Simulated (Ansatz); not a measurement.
The compound is Cs2TcBr6 (started from the K2PtCl6 type) (Fm-3m).

The structure was built from a prototype and need not be the compound's stable phase.

The structure is cubic, space group Fm-3m (No. 225). Conventional cell: a = 10.185 Å, b = 10.185 Å, c = 10.185 Å, α = 90.00°, β = 90.00°, γ = 90.00°. Cs has 12 Br at 3.60 Å nearest. Tc has 6 Br at 2.48 Å nearest. Br has 1 Tc at 2.48 Å and 4 Cs at 3.60 Å nearest. Farther neighbours and most contacts between anions are not listed.

```xyz
9
Lattice="5.0926 0.0000 5.0926 5.0926 5.0926 0.0000 0.0000 5.0926 5.0926" Properties=species:S:1:pos:R:3 pbc="T T T"
Cs    2.5463    2.5463    2.5463
Cs    7.6389    7.6389    7.6389
Tc    0.0000    0.0000    0.0000
Br    2.4753    5.0926    5.0926
Br    7.7099    5.0926    5.0926
Br    5.0926    5.0926    2.4753
Br    5.0926    5.0926    7.7099
Br    5.0926    2.4753    5.0926
Br    5.0926    7.7099    5.0926
```

The structure was relaxed with LDA. The structure type comes from a generator and need not be one that this composition takes. The structure was generated from a model, not taken from a measurement. The runs that relaxed it are not among those shown. The program's search for lower electronic states was switched off, so nothing shows that the state found is the lowest. Spin-orbit coupling is left out unless a run names it. PAW set soft_2, made with PBE.

A constrained-RPA run (Ansatz 0.2.0; non-magnetic LDA; Tc d, bands v2 to c3, 2×2×2 mesh, medium accuracy) builds 5 functions on bands 3.3 eV wide, with 3.0 electrons in the window. The bare on-site interaction is 9.9 eV and the bare J 0.29 eV.

**Question.** Estimate U, U′ and J.

On the Tc d shell, U = 2.38 eV (24 % of the bare value), U′ = 1.90 eV, J = 0.20 eV.

The parent state is non-magnetic and the interaction static (zero frequency); U depends on the window and the orbitals, so it belongs to this model alone. Coarse meshes can leave U off its limit, most where the target bands are metallic.

[Paths, hosts, dates, memory and timing lines, banners, echoed tables and standing remarks are left out of the program output.]

[Logs are printed without paths, hosts, clocks, repeated set-up lines and the standing remarks that a program may print on its own settings, such as how far it seeks lower states.]

[Runs of the session that timed out or met a known fault of the program may be left out.]

[Hosts, paths, dates, database ids (printed as entryN), source tags and the programs' standing remarks are cut or masked in the printed files.]
